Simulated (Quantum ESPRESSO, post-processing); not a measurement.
# Bi2Te3 quintuple layer, 1 layer: a series in the field along the normal, part 4 of 4

Wanted: a table for Bi2Te3 quintuple layer, 1 layer against the field along the normal, and what can be fitted to it.

Quantum ESPRESSO 7.5; plane-wave DFT, PBE, PseudoDojo fully relativistic norm-conserving pseudopotentials.

So far. Step 2 (Relaxing cell and ions of the reference):  The last row is no step: it is a fresh SCF in the final cell with a new plane-wave basis, +0 meV from the row before. Step 5 (Bands along a path, 0 V/Å): Along this path the valence top lies between Γ and M and the conduction bottom at Γ.

## Step 7: Self-consistent run, 0.3 V/Å

The input, m5.scf.in:

```
&control
  prefix = 'm5.scf'
  outdir = './out'
  pseudo_dir = './pseudo'
  calculation = 'scf'
  tprnfor = .true.
  tefield = .true.
  dipfield = .true.
/
&system
  ibrav = 0
  nat = 5
  ntyp = 2
  ecutwfc = 68
  ecutrho = 272
  occupations = 'smearing'
  smearing = 'fd'
  degauss = 0.002
  edir = 3
  emaxpos = 0.97
  eopreg = 0.04
  eamp = 0.00583407
  noncolin = .true.
  lspinorb = .true.
  nbnd = 84
/
&electrons
  conv_thr = 1e-09
  mixing_beta = 0.4
  electron_maxstep = 120
  mixing_mode = 'plain'
  startingpot = 'file'
/
ATOMIC_SPECIES
  Te  127.6000  Te.dojo-fr-pbe-0.4-standard.upf
  Bi  208.9804  Bi.dojo-fr-pbe-0.4-standard.upf
CELL_PARAMETERS angstrom
  4.35432553000000 0.00000000000000 0.00000000000000
  -2.17716276500000 3.77095652500000 0.00000000000000
  0.00000000000000 0.00000000000000 24.20000000000000
ATOMIC_POSITIONS crystal
  Te  0.333333333300 0.666666666700 0.343624275700
  Bi  0.666666666700 0.333333333300 0.415638002100
  Te  0.000000000000 0.000000000000 0.500000000000
  Bi  0.333333333300 0.666666666700 0.584361997900
  Te  0.666666666700 0.333333333300 0.656375724300
K_POINTS automatic
  6 6 1 0 0 0
```

Launch:

```sh
$ cp -r out/m0.scf.save out/m5.scf.save
$ OMP_NUM_THREADS=1 mpirun -n 8 pw.x -nk 2 -in m5.scf.in > m5.scf.out
```

The program printed:

```text
[banner, memory and clock lines left out]
Program PWSCF v.7.5 starts
[...]
number of electrons       =        78.00
     number of Kohn-Sham states=           84
     kinetic-energy cutoff     =      68.0000  Ry
     charge density cutoff     =     272.0000  Ry
[...]
number of k points=    20  Fermi-Dirac smearing, width (Ry)=  0.0020
[...]
Dense  grid:   203257 G-vectors     FFT dimensions: (  45,  45, 243)
     The initial density is read from file :
[...]
Starting wfcs are   90 randomized atomic wfcs
[...]
estimated scf accuracy    <       2.10798363 Ry
[...]
estimated scf accuracy    <     367.70018813 Ry
[...]
estimated scf accuracy    <       2.22181847 Ry
[...]
estimated scf accuracy    <       0.06562415 Ry
[...]
estimated scf accuracy    <       0.01509547 Ry
[...]
estimated scf accuracy    <       0.01146143 Ry
[...]
estimated scf accuracy    <       0.00938650 Ry
[...]
estimated scf accuracy    <       0.00651351 Ry
[...]
estimated scf accuracy    <       0.00499631 Ry
[...]
negative rho (up, down):  2.959E-06 0.000E+00
[...]
estimated scf accuracy    <       0.00369165 Ry
[...]
estimated scf accuracy    <       0.00011074 Ry
[...]
estimated scf accuracy    <       0.00000527 Ry
[...]
estimated scf accuracy    <       0.00003613 Ry
[...]
estimated scf accuracy    <       0.00000102 Ry
[...]
estimated scf accuracy    <       0.00000157 Ry
[...]
estimated scf accuracy    <       0.00000014 Ry
[...]
estimated scf accuracy    <       0.00000004 Ry
[...]
estimated scf accuracy    <          8.5E-09 Ry
[...]
estimated scf accuracy    <          6.7E-09 Ry
[...]
Computed dipole along edir(3) :
        Dipole                0.5153 Ry au,          1.3097 Debye
        Dipole field          0.0024 Ry au,
        E field amplitude [Ha a.u.]:  5.8341E-03
        Potential amp.        0.3002 Ry
        Total length         43.9021 bohr
[...]
the Fermi energy is     1.0212 ev
!    total energy              =    -956.51602463 Ry
     estimated scf accuracy    <          1.7E-10 Ry
     smearing contrib. (-TS)   =      -0.00003269 Ry
     internal energy E=F+TS    =    -956.51599194 Ry
[...]
one-electron contribution =   -4004.63071947 Ry
     hartree contribution      =    2013.52920056 Ry
     xc contribution           =    -233.76123704 Ry
     ewald contribution        =    1268.35153208 Ry
     electric field correction =      -0.00476808 Ry
     convergence has been achieved in  20 iterations
[...]
Total force =     0.014506     Total SCF correction =     0.000084
[...]
```

It took 7.8 min on 8 MPI ranks of Arm Neoverse V2, shared host; peak memory 3.1 GiB.

Read from the output:

* free energy: -13014.0635 eV
* energy at zero smearing: -13014.0633 eV
* Fermi energy: 1.021 eV
* dipole along the normal: 0.2727 e·Å
* valence top, on the run's zero: 0.8764 eV
* conduction bottom, on the run's zero: 1.119 eV
* gap by band count: 0.2427 eV

## Step 8: Self-consistent run, 0.4 V/Å

m6.scf.in is the input of step 7 with these lines changed:

```diff
@@ -1,3 +1,3 @@
 &control
-  prefix = 'm5.scf'
+  prefix = 'm6.scf'
   outdir = './out'
@@ -21,3 +21,3 @@
   eopreg = 0.04
-  eamp = 0.00583407
+  eamp = 0.00777876
   noncolin = .true.
```

Launch:

```sh
$ cp -r out/m0.scf.save out/m6.scf.save
$ OMP_NUM_THREADS=1 mpirun -n 8 pw.x -nk 2 -in m6.scf.in > m6.scf.out
```

The program printed:

```text
[banner, memory and clock lines left out]
Program PWSCF v.7.5 starts
[...]
number of electrons       =        78.00
     number of Kohn-Sham states=           84
     kinetic-energy cutoff     =      68.0000  Ry
     charge density cutoff     =     272.0000  Ry
[...]
number of k points=    20  Fermi-Dirac smearing, width (Ry)=  0.0020
[...]
Dense  grid:   203257 G-vectors     FFT dimensions: (  45,  45, 243)
     The initial density is read from file :
[...]
Starting wfcs are   90 randomized atomic wfcs
[...]
estimated scf accuracy    <       4.30489772 Ry
[...]
estimated scf accuracy    <     550.09111779 Ry
[...]
estimated scf accuracy    <      14.68535181 Ry
[...]
estimated scf accuracy    <       0.20488034 Ry
[...]
estimated scf accuracy    <       0.02351277 Ry
[...]
estimated scf accuracy    <       0.01612169 Ry
[...]
estimated scf accuracy    <       0.01686741 Ry
[...]
estimated scf accuracy    <       0.01349237 Ry
[...]
estimated scf accuracy    <       0.00922714 Ry
[...]
estimated scf accuracy    <       0.00707808 Ry
[...]
estimated scf accuracy    <       0.00005586 Ry
[...]
estimated scf accuracy    <       0.00001762 Ry
[...]
estimated scf accuracy    <       0.00002950 Ry
[...]
estimated scf accuracy    <       0.00000800 Ry
[...]
estimated scf accuracy    <       0.00000063 Ry
[...]
estimated scf accuracy    <       0.00000074 Ry
[...]
estimated scf accuracy    <       0.00000001 Ry
[...]
estimated scf accuracy    <       0.00000004 Ry
[...]
Computed dipole along edir(3) :
        Dipole                0.6873 Ry au,          1.7470 Debye
        Dipole field          0.0032 Ry au,
        E field amplitude [Ha a.u.]:  7.7788E-03
        Potential amp.        0.4002 Ry
        Total length         43.9021 bohr
[...]
the Fermi energy is     1.0320 ev
!    total energy              =    -956.51836320 Ry
     estimated scf accuracy    <          4.4E-10 Ry
     smearing contrib. (-TS)   =      -0.00003291 Ry
     internal energy E=F+TS    =    -956.51833028 Ry
[...]
one-electron contribution =   -4004.60975531 Ry
     hartree contribution      =    2013.50931855 Ry
     xc contribution           =    -233.76094633 Ry
     ewald contribution        =    1268.35153208 Ry
     electric field correction =      -0.00847927 Ry
     convergence has been achieved in  19 iterations
[...]
Total force =     0.015080     Total SCF correction =     0.000111
[...]
```

It took 7.6 min on 8 MPI ranks; peak memory 3.1 GiB.

This step gave:

* free energy: -13014.0953 eV
* energy at zero smearing: -13014.0951 eV
* Fermi energy: 1.032 eV
* dipole along the normal: 0.3637 e·Å
* valence top, on the run's zero: 0.8882 eV
* conduction bottom, on the run's zero: 1.130 eV
* gap by band count: 0.2414 eV

## Step 9: The series side by side

The series in one table, energies over the lowest:

| the field along the normal | dipole (e Å) | gap along the path (eV) | upper vacuum line at the top atoms, over the zero (eV) | lower vacuum line at the bottom atoms, over the zero (eV) | energy (eV) |
| --- | --- | --- | --- | --- | --- |
| -0.2 V/Å | -0.1818 | 0.2447 | 5.476 | 4.987 | 0.0545 |
| -0.1 V/Å | -0.09086 | 0.2453 | 5.352 | 5.108 | 0.0682 |
| 0 V/Å | 2.082e-05 | 0.2457 | 5.23 | 5.23 | 0.0727 |
| 0.1 V/Å | 0.0909 | 0.2453 | 5.107 | 5.352 | 0.0682 |
| 0.2 V/Å | 0.1818 | 0.2448 | 4.987 | 5.476 | 0.0545 |
| 0.3 V/Å | 0.2727 | 0.2442 | 4.868 | 5.602 | 0.0318 |
| 0.4 V/Å | 0.3637 | 0.2435 | 4.75 | 5.73 | 0.0000 |

## Step 10: Worked from the printed numbers

4πα/A = 180.95 × 0.9088 e Å²/V / 16.420 Å² = 10.01 Å.

In linear response the energy changes by −(p₀ + p)E/2: at 0.2 V/Å, −(0.0000 + 0.1818) × 0.2/2 = -0.0182 eV; the runs give -0.0182 eV.

## Step 11: What came out

| Property | Result |
| --- | --- |
| 4πα/A from the weak fields | 10.01 Å |
| gap along the path, at -0.2 V/Å and at 0.4 V/Å | 0.24, 0.24 eV |
| upper vacuum line at the top atoms, over the zero, at -0.2 V/Å and at 0.4 V/Å | 5.48, 4.75 eV |
| lower vacuum line at the bottom atoms, over the zero, at -0.2 V/Å and at 0.4 V/Å | 4.99, 5.73 eV |

What this shows: The series holds 7 members; 4πα/A from the weak fields: 10.01 Å (PBE, PseudoDojo fully relativistic norm-conserving). The strongest fields leave the weak-field line by 0.1 % of the induced dipole. From -0.2 V/Å to 0.4 V/Å the gap along the path stays within 0.002 eV. From -0.2 V/Å to 0.4 V/Å the upper vacuum line at the top atoms, over the zero falls from 5.48 to 4.75 eV. From -0.2 V/Å to 0.4 V/Å the lower vacuum line at the bottom atoms, over the zero rises from 4.99 to 5.73 eV. Ions are held; semilocal gaps are too small; in strong fields empty levels can belong to the vacuum.

[Logs are printed without paths, hosts, clocks, repeated set-up lines and the standing remarks that a program may print on its own settings, such as how far it seeks lower states.]

[Hosts, paths, dates, database ids (printed as entryN), source tags and the programs' standing remarks are cut or masked in the printed files.]

[Maps of the electrostatic potential energy from Ansatz leave out the sawtooth potential of an applied field or a dipole correction, so their vacuum need not be flat; planar profiles and work functions include it.]
